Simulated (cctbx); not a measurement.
# A disordered crystal of nominal AlCu2HgBr6

Cell a = 10.3640 Å, b = 10.3640 Å, c = 10.3640 Å, α = 90.00°, β = 90.00°, γ = 90.00°; space group Fm-3m (no. 225); nominal formula AlCu2HgBr6.

Simulated single-crystal data (cctbx): Mo Kα, λ = 0.71073 Å, to d = 0.8 Å, 50 % of the full sphere, strongest reflection 40000 counts, noise from counting, a 2 % proportional error and a noise floor of 4 counts (s.d.); no absorption.

With every site full:

```text
Rint 0.021, 83 unique reflections to 0.81 A
cycle     R1     wR2    GooF  max shift (A)
   1  0.1087  0.2631  26.951   0.00070
   2  0.0286  0.0846   8.666   0.00000
final R1 0.0286 wR2 0.0846 GooF 8.666  parameters 6  data/parameter 13.8
atom        x        y        z      Ueq    occ   su(xyz)  su(Uiso or U11)
Hg1    0.50000  0.00000  0.00000   0.0080  1.000  0.00000  0.0006
Br1    0.00000  0.00000  0.76677   0.0093  1.000  0.00019  0.0007
Cu1    0.25000  0.75000  0.75000   0.0260  1.000  0.00000  0.0013
Al1    0.00000  0.00000  0.00000   0.0146  1.000  0.00000  0.0031
difference map: max 2.60 min -3.94 rms 0.41
Q1    0.0000  0.0000  0.5000    4    2.60  0.00 A from Hg1
Q2    0.0000  0.0000  0.0000    4    1.45  0.00 A from Al1
Q3    0.0000  0.0000  0.2433   24    0.59  0.10 A from Br1
Q4    0.1856  0.1856  0.3144   32    0.45  1.16 A from Cu1
Q5    0.1374  0.1374  0.3626   32    0.38  2.02 A from Cu1
Q6    0.0770  0.2020  0.2980   96    0.36  1.93 A from Cu1
```

With the occupancies of the suspect sites free, each still typed as its main element:

```text
Rint 0.021, 83 unique reflections to 0.81 A
cycle     R1     wR2    GooF  max shift (A)
   1  0.0758  0.2050  21.141   0.00021
  18  0.0042  0.0097   1.001   0.00000
final R1 0.0042 wR2 0.0097 GooF 0.997  parameters 7  data/parameter 11.9
atom        x        y        z      Ueq    occ   su(xyz)  su(Uiso or U11)
Hg1    0.50000  0.00000  0.00000   0.0088  1.000  0.00000  0.0001
Br1    0.00000  0.00000  0.76669   0.0105  1.000  0.00002  0.0001
Cu1    0.25000  0.75000  0.75000   0.0113  0.752  0.00000  0.0002
Al1    0.00000  0.00000  0.00000   0.0129  1.000  0.00000  0.0003
su of occupancy Cu1: 0.003
difference map: max 0.18 min -0.15 rms 0.05
Q1    0.1838  0.1838  0.3162   32    0.19  1.19 A from Cu1
Q2    0.0000  0.1202  0.3798   48    0.15  1.76 A from Hg1
Q3    0.0000  0.0000  0.0740   24    0.14  0.77 A from Al1
Q4    0.0000  0.1883  0.1883   48    0.14  2.01 A from Br1
Q5    0.0000  0.1150  0.1150   48    0.13  1.69 A from Al1
Q6    0.0000  0.0000  0.3159   24    0.13  0.86 A from Br1
```

**Question.** What is the disorder?

X-rays count electrons. Cu1 refines to 0.752(0.003), or 21.8 electrons; the site truly holds 0.75 Cu, 21.8 electrons, which is 0.750 of Cu. A value under 1 can't tell vacancies from a lighter guest, and one over 1 needs a heavier guest; chemistry or a second radiation must settle which. Occupancy correlates with U and the scale, so the match is approximate.

Freeing them takes R1 from 0.0286 to 0.0042 and GooF from 8.67 to 1.00.

The model is made up (kin elements in a known structure type, no relaxation), so it says nothing on whether the phase exists.

[Middle refinement cycles are left out of these outputs.]

[Logs are printed without paths, hosts, clocks, repeated set-up lines and the standing remarks that a program may print on its own settings, such as how far it seeks lower states.]
